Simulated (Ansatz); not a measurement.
# ScInSe3 (model cell, started as cubic perovskite with In in the octahedra): a soft mode frozen in

Aim: this structure of ScInSe3 (model cell, started as cubic perovskite with In in the octahedra) is to be tested for unstable modes, and one is followed downhill.

Method: DFT PBEsol, scalar-relativistic, plane waves, PAW; PAW set soft_1, in Ansatz 0.2.0.

Most raw output is cut from this account.

The structure was built from a prototype and need not be the compound's stable phase.

### Step 1. Set-up

It takes space group Pm-3m (No. 221, cubic). The conventional cell has a = 5.114 Å, b = 5.114 Å, c = 5.114 Å, α = 90.00°, β = 90.00°, γ = 90.00°. Sc has 12 Se at 3.62 Å nearest. In has 6 Se at 2.56 Å nearest. Nearest to Se lie 2 In at 2.56 Å and 4 Sc at 3.62 Å. Farther neighbours and most contacts between anions are not listed.

Structure file:

```cif
data_structure
_symmetry_space_group_name_H-M 'P 1'
_symmetry_Int_Tables_number 1
_cell_length_a 5.1138
_cell_length_b 5.1138
_cell_length_c 5.1138
_cell_angle_alpha 90.000
_cell_angle_beta 90.000
_cell_angle_gamma 90.000
_cell_volume 133.73
loop_
_atom_site_label
_atom_site_type_symbol
_atom_site_fract_x
_atom_site_fract_y
_atom_site_fract_z
_atom_site_occupancy
Sc1 Sc 0.00000 0.00000 0.00000 1
In2 In 0.50000 0.50000 0.50000 1
Se3 Se 0.50000 0.50000 0.00000 1
Se4 Se 0.50000 0.00000 0.50000 1
Se5 Se 0.00000 0.50000 0.50000 1
```

### Step 2. The dispersion

The cell comes from relaxations at this level that are not shown. Stability and thermal properties need the whole zone. Linear response on a 2×2×2 q mesh gives force constants as far as a supercell of that size would.

File input.yaml:

```yaml
crystal:
  lattice:
    - [5.1138056482, 0.0, 0.0]
    - [0.0, 5.1138056482, 0.0]
    - [0.0, 0.0, 5.1138056482]
  atoms:
    - { symbol: Sc, position: [0.0, 0.0, 0.0] }
    - { symbol: In, position: [0.5, 0.5, 0.5] }
    - { symbol: Se, position: [0.5, 0.5, 0.0] }
    - { symbol: Se, position: [0.5, 0.0, 0.5] }
    - { symbol: Se, position: [0.0, 0.5, 0.5] }
kpoints:
  mp_grid: { grid: [8, 8, 8] }
hamiltonian:
  xc: pbesol
  pseudopotentials: { kind: paw, azcp: { folder: soft_1 }, xc_functional: pbe }
scf:
  occupations: { method: methfessel_paxton, width: 0.2 }
output:
  eigenvalues: true
phonons:
  method: dfpt
  qmesh: [2, 2, 2]
  temperatures: { t_max: 1000, t_step: 50 }
  qpath:
    path:
      - [[0.0, 0.0, 0.0], [0.0, 0.5, 0.0], [0.5, 0.5, 0.0], [0.0, 0.0, 0.0], [0.5, 0.5, 0.5], [0.0, 0.5, 0.0]]
      - [[0.5, 0.5, 0.5], [0.5, 0.5, 0.0]]
    npoints: 10
```

The run is started by

```console
ansatz run input.yaml --threads 4 --pin off --max-ram 16384MiB --backend cpu --events-out ev --progress --plain --runs-dir out
```

Wall time 8.2 min (4 threads of Arm Neoverse V1, shared host); peak memory 2.1 GiB.

This step gave:

- volume per atom: 26.75 Å³
- gap on the k-mesh: 0 eV
- sum-rule residual before enforcement: 1.51e-5 eV/Å²
- lowest frequency on the path: -190.1 cm⁻¹
- point group: m-3m
- highest frequency on the path or at a solved wavevector: 276.1 cm⁻¹
- highest optical mode at the zone centre (no LO-TO term): 273.9 cm⁻¹
- lowest optical zone-centre mode: -190.1 cm⁻¹
- lowest mode on the q mesh (acoustic modes at Γ apart): -190.1 cm⁻¹

Frequencies (cm⁻¹) solved at each irreducible wavevector; negative means imaginary. Frequencies by wavevector, by row:

| q in reciprocal lattice units | star | mode 1 | mode 2 | mode 3 | mode 4 | mode 13 | mode 14 | mode 15 |
| --- | --- | --- | --- | --- | --- | --- | --- | --- |
| 0 0 0 | 1 | -190.1 | -190.1 | -190.1 | -121.6 | 273.9 | 273.9 | 273.9 |
| 0 0 -0.5 | 3 | -173.8 | -173.8 | -115.9 | -100.7 | 223.3 | 274.1 | 274.1 |
| 0 -0.5 -0.5 | 3 | -178.1 | -178.1 | -143.3 | -106 | 183.6 | 251.4 | 274.3 |
| -0.5 -0.5 -0.5 | 1 | -189.6 | -189.6 | -189.6 | -160 | 181.5 | 181.5 | 268.2 |

Interpolated from a 2×2×2 q mesh. The phonon branches at the labelled points (cm⁻¹):

| point | branch 1 | branch 2 | branch 3 | branch 4 | branch 12 | branch 13 | branch 14 | branch 15 |
| --- | --- | --- | --- | --- | --- | --- | --- | --- |
| Γ | -190 | -190 | -190 | -122 | 0 | 274 | 274 | 274 |
| halfway | -182 | -182 | -154 | -119 | 105 | 257 | 274 | 274 |
| X | -174 | -174 | -116 | -101 | 173 | 223 | 274 | 274 |
| halfway | -176 | -152 | -152 | -133 | 174 | 214 | 264 | 274 |
| M | -178 | -178 | -143 | -106 | 175 | 184 | 251 | 274 |
| halfway | -175 | -167 | -153 | -129 | 115 | 246 | 267 | 274 |
| Γ | -190 | -190 | -190 | -122 | 0 | 274 | 274 | 274 |
| halfway | -174 | -174 | -138 | -134 | 123 | 246 | 246 | 276 |
| R | -190 | -190 | -190 | -160 | 177 | 182 | 182 | 268 |
| halfway | -172 | -165 | -164 | -142 | 175 | 210 | 246 | 275 |
| X | -174 | -174 | -116 | -101 | 173 | 223 | 274 | 274 |
| jump to R | -190 | -190 | -190 | -160 | 177 | 182 | 182 | 268 |
| halfway | -182 | -182 | -159 | -152 | 176 | 182 | 229 | 273 |
| M | -178 | -178 | -143 | -106 | 175 | 184 | 251 | 274 |

Symmetry leaves 4 wavevectors to solve. The lowest mode among them, the acoustic zeros apart, lies at Γ and is imaginary, 190.1i cm⁻¹, so the energy falls along it.

### Step 3. The mode frozen in, largest atomic shift 0 Å

The mode followed lies at Γ with frequency 190.1i cm⁻¹ and is 3-fold degenerate, the softest among the wavevectors solved. At small amplitude the distorted cell has space group no. 99 by a symmetry search on the positions. The undistorted cell that holds it gives the zero of energy on the same k mesh.

input.yaml, the sections that differ from step 2:

```yaml
output:
  forces: true
  stress: true
  eigenvalues: true
# crystal, kpoints, hamiltonian, scf: as in step 2
# phonons: removed
```

The job ended after 3.6 s (4 threads; peak memory 0.55 GiB; 14 s of CPU time).

This step gave:

| Quantity | Value |
| --- | --- |
| pressure | 0.006152 GPa |
| energy from the undistorted cell | 0 meV/atom |

The run ends at a pressure of 0.01 GPa.

### Step 4. The mode frozen in, largest atomic shift 0.6 Å

The atoms are moved along the unstable eigenvector, the largest shift by 0.6 Å, with the cell fixed.

input.yaml, the sections that differ from step 3:

```yaml
crystal:
  lattice:
    - [5.1138056482, 0.0, 0.0]
    - [0.0, 5.1138056482, 0.0]
    - [0.0, 0.0, 5.1138056482]
  atoms:
    - { symbol: Sc, position: [0.0, 0.1173294492, 0.0] }
    - { symbol: In, position: [0.5, 0.5049976376, 0.5] }
    - { symbol: Se, position: [0.5, 0.4632957922, 0.0] }
    - { symbol: Se, position: [0.5, -0.0006500434, 0.5] }
    - { symbol: Se, position: [0.0, 0.4632957922, 0.5] }
# kpoints, hamiltonian, scf, output: as in step 3
```

The job ended after 13 s (4 threads; peak memory 0.63 GiB).

This step gave:

```
pressure                         : 0.8429 GPa
energy from the undistorted cell : -208.9 meV/atom
```

The energy, extrapolated to zero smearing, is -208.90 meV/atom against the undistorted cell.

The run ends at a pressure of 0.84 GPa, with forces up to 1.8 eV/Å.

### Step 5. Energy along the mode, all amplitudes (two of the runs are shown above)

An imaginary frequency means negative curvature, so the energy should fall and then rise again as anharmonic terms take over.

This step gave:

```yaml
depth_at_the_lowest_point_sampled: 208.9 meV/atom
largest_atomic_shift_at_that_point: 0.6 Å
```

Energy from the parent against largest atomic shift:

| largest atomic shift (Å) | energy from the parent (meV/atom) |
| --- | --- |
| 0.000 | 0 |
| 0.040 | -1.26 |
| 0.080 | -5.01 |
| 0.140 | -15.2 |
| 0.220 | -36.5 |
| 0.320 | -73.7 |
| 0.450 | -134 |
| 0.600 | -209 |

Displacement at unit largest shift by atom:

| atom | x (Å) | y (Å) | z (Å) | size |
| --- | --- | --- | --- | --- |
| Sc1 | 0.00 | 1.00 | 0.00 | 1.00 |
| In2 | 0.00 | 0.04 | 0.00 | 0.04 |
| Se3 | 0.00 | -0.31 | 0.00 | 0.31 |
| Se4 | 0.00 | -0.01 | 0.00 | 0.01 |
| Se5 | 0.00 | -0.31 | 0.00 | 0.31 |

The lowest of the steps tried is the last one, at 0.6 Å, 209 meV/atom below the parent; the bottom of the well need not coincide with a step.

### Step 6. Relaxing from the distorted cell

Starting from the lowest point found, all atoms and the cell are let go, so that strain and other modes of the same symmetry can join in.

Edit input.yaml of step 4 so:

```diff
@@ -22 +22,6 @@
   eigenvalues: true
+relax:
+  adjacent_minimum: "off"
+  f_tol: 0.002
+  max_steps: 120
+  cell: { stress_tol: 0.03 }
```

It took 4.3 min on 4 threads; peak memory 0.71 GiB; 17 min of CPU time.

The steps of the relaxation:

| step | energy less that of the first step (eV) | largest force component (eV/Å) | pressure (GPa) | volume (Å³) |
| --- | --- | --- | --- | --- |
| 1 | 0.0000 | 1.7680 | 0.84 | 133.73 |
| 2 | -0.6133 | 1.2645 | 0.70 | 136.07 |
| 3 | -1.2121 | 0.5723 | 1.25 | 138.01 |
| 4 | -1.5610 | 0.4631 | 0.23 | 141.31 |
| 5 | -1.8430 | 0.3537 | 0.08 | 142.59 |
| 6 | -2.1000 | 0.2646 | 0.14 | 139.70 |
| 7 | -2.1801 | 0.4393 | -0.05 | 139.73 |
| 8 | -2.1791 | 0.4021 | 0.13 | 138.60 |
| 9 | -2.1885 | 0.0183 | 0.03 | 139.23 |
| 10 | -2.1885 | 0.0207 | 0.02 | 139.33 |
| 11 | -2.1885 | 0.0008 | 0.00 | 139.33 |
| 12* | -2.2280 | 0.0109 | 0.45 | 139.33 |
| 13 | -2.2354 | 0.0070 | 0.19 | 140.19 |
| 14 | -2.2373 | 0.0076 | 0.00 | 140.81 |
| 15 | -2.2373 | 0.0093 | 0.01 | 140.82 |
| 16 | -2.2373 | 0.0021 | 0.00 | 140.81 |
| 17 | -2.2373 | 0.0008 | 0.00 | 140.82 |
| 18* | -2.2374 | 0.0008 | 0.00 | 140.82 |

Relaxation steps marked * repeat the geometry before them on a plane-wave basis chosen anew for their cell, so energy and pressure can jump there. Relaxation steps 8, 10 were tried and not accepted.

The run keeps the 8 symmetry operations that it works with, so distortions that break them were not tested.

| cell as run | before | after | change |
| --- | --- | --- | --- |
| a (Å) | 5.114 | 4.658 | -8.9 % |
| b (Å) | 5.114 | 6.491 | +26.9 % |
| c (Å) | 5.114 | 4.658 | -8.9 % |
| volume (Å³/atom) | 26.75 | 28.16 | +5.3 % |

The atoms that moved most (Å, as changes of fractional coordinates times the final cell):

| atom | dx | dy | dz | length |
| --- | --- | --- | --- | --- |
| In2 | 0.000 | 0.606 | 0.000 | 0.606 |
| Se5 | 0.000 | -0.469 | 0.000 | 0.469 |
| Se3 | 0.000 | -0.469 | 0.000 | 0.469 |
| Sc1 | 0.000 | 0.418 | 0.000 | 0.418 |
| Se4 | 0.000 | -0.086 | 0.000 | 0.086 |

Final coordinates:

```cif
data_structure
_symmetry_space_group_name_H-M 'P 1'
_symmetry_Int_Tables_number 1
_cell_length_a 4.6579
_cell_length_b 6.4906
_cell_length_c 4.6579
_cell_angle_alpha 90.000
_cell_angle_beta 90.000
_cell_angle_gamma 90.000
_cell_volume 140.82
loop_
_atom_site_label
_atom_site_type_symbol
_atom_site_fract_x
_atom_site_fract_y
_atom_site_fract_z
_atom_site_occupancy
Sc1 Sc 0.00000 0.18168 0.00000 1
In2 In 0.50000 0.59831 0.50000 1
Se3 Se 0.50000 0.39110 0.00000 1
Se4 Se 0.50000 0.98609 0.50000 1
Se5 Se 0.00000 0.39110 0.50000 1
```

This step gave:

* pressure: -9.32e-5 GPa
* volume per atom: 28.16 Å³

The distorted start has space group P4mm; the relaxation ends in P4mm.

### Step 7. The new phase in its own primitive cell

The relaxed structure is symmetrised, reduced to its primitive cell and relaxed tightly, as its phonons need.

input.yaml, the sections that differ from step 6:

```yaml
crystal:
  lattice:
    - [4.6579378793, 0.0, 0.0]
    - [0.0, 4.6579378793, 0.0]
    - [0.0, 0.0, 6.4906205262]
  atoms:
    - { symbol: Sc, position: [0.0, 0.0, 0.8183248593] }
    - { symbol: In, position: [0.5, 0.5, 0.4016898612] }
    - { symbol: Se, position: [0.5, 0.0, 0.6089024498] }
    - { symbol: Se, position: [0.5, 0.5, 0.013911752] }
    - { symbol: Se, position: [0.0, 0.5, 0.6089024498] }
kpoints:
  mp_grid: { grid: [8, 8, 6] }
relax:
  adjacent_minimum: "off"
  f_tol: 0.001
  max_steps: 60
  cell: { stress_tol: 0.01 }
# hamiltonian, scf, output: as in step 6
```

Wall time 44 s (4 threads); peak memory 0.65 GiB.

Little changed from the start: no atom moved by 0.005 Å and no cell edge by 0.1 %.

This step gave:

* pressure: 1.04e-4 GPa

The largest force component left is 0.39 meV/Å and the pressure is 0.000 GPa, within the tolerances set. The cell now holds 28.16 Å³/atom.

### Step 8. Modes of the new phase, k-mesh 8×8×6

A relaxed structure may still be a saddle point, so its zone-centre modes are computed. No field response is asked, since the mesh shows no gap.

input.yaml, the sections that differ from step 7:

```yaml
crystal:
  lattice:
    - [4.6576039439, 0.0, 0.0]
    - [0.0, 4.6576039439, 0.0]
    - [0.0, 0.0, 6.4912698891]
  atoms:
    - { symbol: Sc, position: [0.0, 0.0, 0.8183476009] }
    - { symbol: In, position: [0.5, 0.5, 0.4016488538] }
    - { symbol: Se, position: [0.5, 0.0, 0.6089162114] }
    - { symbol: Se, position: [0.5, 0.5, 0.0139024947] }
    - { symbol: Se, position: [0.0, 0.5, 0.6089162114] }
output:
  eigenvalues: true
phonons:
  method: dfpt
# kpoints, hamiltonian, scf: as in step 7
# relax: removed
```

It took 3.2 min on 4 threads; peak memory 2.2 GiB; 12 min of CPU time.

Numbers from this step:

- sum-rule residual before enforcement: 4.90e-5 eV/Å²
- point group: 4mm
- highest optical mode at the zone centre (no LO-TO term): 233.7 cm⁻¹
- lowest optical zone-centre mode: -77.52 cm⁻¹

Patterns of degenerate modes are one choice out of their space. Modes at Γ, with each element's share of the kinetic energy (negative means imaginary):

| mode | frequency (cm⁻¹) | symmetry | Sc % | In % | Se % |
| --- | --- | --- | --- | --- | --- |
| 1 | -77.5 | E | 25 | 0 | 75 |
| 2 | -77.5 | E | 25 | 0 | 75 |
| 3 | 0.0 | acoustic | 11 | 29 | 60 |
| 4 | 0.0 | acoustic | 11 | 29 | 60 |
| 5 | 0.0 | acoustic | 11 | 29 | 60 |
| 6 | 54.5 | B1 | 0 | 0 | 100 |
| 7 | 66.6 | E | 16 | 46 | 38 |
| 8 | 66.6 | E | 16 | 46 | 38 |
| 9 | 148.8 | A1 | 14 | 21 | 65 |
| 10 | 184.1 | E | 24 | 19 | 57 |
| 11 | 184.1 | E | 24 | 19 | 57 |
| 12 | 210.5 | E | 23 | 6 | 71 |
| 13 | 210.5 | E | 23 | 6 | 71 |
| 14 | 214.7 | A1 | 56 | 12 | 32 |
| 15 | 233.7 | A1 | 18 | 39 | 43 |

Displacements in mode 1 (-77.5 cm⁻¹), the largest set to 1:
```
Sc1 -0.01 -0.86  0.00
In2  0.00  0.01  0.00
Se3  0.00 -0.05  0.00
Se4  0.01  1.00  0.00
Se5  0.00 -0.48  0.00
```

Displacements in mode 7 (66.6 cm⁻¹), the largest set to 1:
```
Sc1 -0.01 -0.96  0.00
In2  0.01  1.00  0.00
Se3 -0.01  0.48  0.00
Se4 -0.01 -0.77  0.00
Se5  0.00 -0.63  0.00
```

Before it was imposed, the acoustic sum rule was missed by 4.9e-5 eV/Å². Small misses are needed for a sound result but don't prove that mesh and cutoff are converged. The lowest optical mode is imaginary, 77.5i cm⁻¹, so the energy falls along it.

### Step 9. What came out

| Property | Result |
| --- | --- |
| unstable mode of the parent | q = (0, 0, 0), 190i cm⁻¹ |
| depth at the lowest point sampled | 209 meV/atom |
| largest atomic shift at that point | 0.6 Å |
| space group reached (within 0.01 Å) | P4mm |
| energy gained over the parent (first relaxation, on the mesh of the frozen mode) | 656 meV/atom |
| volume per atom, phase reached | 28.2 Å³ |
| lowest optical zone-centre mode, phase reached | -77.5 cm⁻¹ |
| highest optical mode at the zone centre (no LO-TO term), phase reached | 234 cm⁻¹ |

What this shows: Along this mode the structure falls into P4mm, 656 meV/atom below the parent. At the parent's cell the well is 208.9 meV/atom deep on the steps tried, with its lowest point at a shift of 0.6 Å. That is the last step tried, so the steps alone don't bracket the bottom of the well. Relaxing atoms and cell changes the gain by +447.56 meV/atom against the lowest step (energies at zero smearing). Most of the total comes from this relaxation. The new phase still has an imaginary mode at the zone centre of its cell, so it is a saddle point on the way to a lower structure. Of the 5 patterns followed to their end from this parent, this one ends 185 meV/atom above the lowest, Amm2. Each path keeps the symmetry of its pattern, so a lower phase may lie along a pattern not tried. With no gap, or one that is small against the smearing, the frequencies hang on the k mesh and the smearing, most of all near Kohn anomalies. The PAW files were made for PBE and serve the other functionals too. A phonon run warned that its eigensolver left some bands unconverged in a pass. The starting cell was built on a prototype and not taken from a measurement, so the phase need not exist.

[Logs are printed without paths, hosts, clocks, repeated set-up lines and the standing remarks that a program may print on its own settings, such as how far it seeks lower states.]

[Hosts, paths, dates, database ids (printed as entryN), source tags and the programs' standing remarks are cut or masked in the printed files.]
